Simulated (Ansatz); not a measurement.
## KZnF3: optical spectrum from first principles: ground state and bands

Ansatz 0.2.0; DFT, PBE, plane-wave PAW, default files, scalar-relativistic, ground state.

The self-consistent density comes first; it also tells whether there is a gap, which decides the occupations and the need for a Drude term.

input.yaml reads:

```yaml
crystal:
  lattice:
    - [4.05, 0.0, 0.0]
    - [0.0, 4.05, 0.0]
    - [0.0, 0.0, 4.05]
  atoms:
    - { symbol: Zn, position: [0.5, 0.5, 0.5] }
    - { symbol: K, position: [0.0, 0.0, 0.0] }
    - { symbol: F, position: [0.5, 0.0, 0.5] }
    - { symbol: F, position: [0.0, 0.5, 0.5] }
    - { symbol: F, position: [0.5, 0.5, 0.0] }
kpoints:
  mp_grid: { grid: [6, 6, 6] }
  band_path:
    path:
      - [[0.0, 0.0, 0.0], [0.0, 0.5, 0.0], [0.5, 0.5, 0.0], [0.0, 0.0, 0.0], [0.5, 0.5, 0.5], [0.0, 0.5, 0.0]]
      - [[0.5, 0.5, 0.0], [0.5, 0.5, 0.5]]
    npoints: 10
scf:
  occupations: { method: fermi_dirac, width: 0.05 }
  n_extra_bands: 9
hamiltonian:
  xc: pbe
  pseudopotentials: { kind: paw }
output:
  forces: true
  stress: true
  populations: true
  write_bands: true
  write_density: true
  write_potential: true
  elf: true
  volumetric_format: npy
```

The run is started by

```sh
$ ansatz run input.yaml --threads 4 --pin off --max-ram 8192MiB --backend cpu --events-out ev --progress --plain --runs-dir out
```

Before running it: what should come out for the electronic bands?

The 42 valence electrons fill 21 bands exactly, which allows a gap.

Valence density in the ac plane at fractional y = 0.500, with atoms of Zn and F within 0.2 Å of it. It is the smooth field of the valence electrons, not physical close to the nuclei.

Electrostatic potential energy in the ac plane at fractional y = 0.500, with atoms of Zn and F within 0.2 Å of it. With pseudopotentials it is smooth inside the atoms' cores, unlike the true potential.

Numbers from this step:

```
gap on the k-mesh            : 3.863 eV
volume                       : 66.43 Å³
gap on the path              : 3.863 eV
least direct gap on the path : 5.689 eV
```

Electronic bands along the path, in eV, zero at the Fermi level; v1 is the highest filled band, c1 the lowest empty one:

```csv
point,v4,v3,v2,v1,c1,c2,c3,c4
Γ,-4.04,-3.83,-3.83,-3.83,1.86,6.74,6.74,7.46
halfway,-3.99,-3.78,-3.78,-3.78,2.98,6.98,7.19,8.17
X,-4.00,-3.69,-3.69,-3.59,4.62,6.35,7.68,9.08
halfway,-3.88,-3.73,-3.64,-2.64,5.20,6.95,8.16,8.69
M,-3.78,-3.78,-3.48,-2.00,6.09,8.15,8.20,8.20
halfway,-3.89,-3.86,-3.80,-3.02,3.82,7.38,7.73,8.39
Γ,-4.04,-3.83,-3.83,-3.83,1.86,6.74,6.74,7.46
halfway,-3.98,-3.76,-3.05,-3.05,4.45,7.80,7.80,8.54
R,-3.46,-3.46,-2.00,-2.00,6.48,6.48,6.48,8.28
halfway,-3.72,-3.60,-3.12,-2.51,5.57,7.07,7.83,8.68
X,-4.00,-3.69,-3.69,-3.59,4.62,6.35,7.68,9.08
jump to M,-3.78,-3.78,-3.48,-2.00,6.09,8.15,8.20,8.20
halfway,-3.68,-3.47,-2.94,-2.00,6.25,7.13,7.13,8.86
R,-3.46,-3.46,-2.00,-2.00,6.48,6.48,6.48,8.28
```

Ten steps, logarithmic in the rise over the least value, from '_' (0 e/Å³) to '@' (34 e/Å³), each cell a mean:
```
________::==**##++--..______
________..::==++==::________
__________..::::....________
....______..........______..
==--......::--==--......::--
**++--....--**##++--....==++
##**--::::++@@@@##==..::++##
##**--..::==%%@@**--..::==**
==--::....::==++--::....::==
::....____..::::....____..::
__________....::....________
________..::------..________
________..--****++--..______
________::==####**==..______
```

Ten even steps from '_' (-39 eV) to '@' (11 eV), each cell a mean:
```
@@@@@@@@@@++____::**@@@@@@@@
@@@@@@@@@@%%==--++%%@@@@@@@@
@@@@@@@@@@@@%%%%@@@@@@@@@@@@
@@@@@@@@@@%%######%%@@@@@@@@
++##@@@@%%++----==**%%@@%%**
..::##%%**--....::==##@@++::
____++%%++::____..--##%%--__
__..**%%++::____..--##%%==__
==++@@@@##==::::--++%%@@%%++
@@@@@@@@%%##++++**%%@@@@@@@@
@@@@@@@@@@@@%%%%%%@@@@@@@@@@
@@@@@@@@@@@@**++##@@@@@@@@@@
@@@@@@@@@@++..__::##@@@@@@@@
@@@@@@@@@@==____..++@@@@@@@@
```

[Logs are printed without paths, hosts, clocks, repeated set-up lines and the standing remarks that a program may print on its own settings, such as how far it seeks lower states.]

[Hosts, paths, dates, database ids (printed as entryN), source tags and the programs' standing remarks are cut or masked in the printed files.]
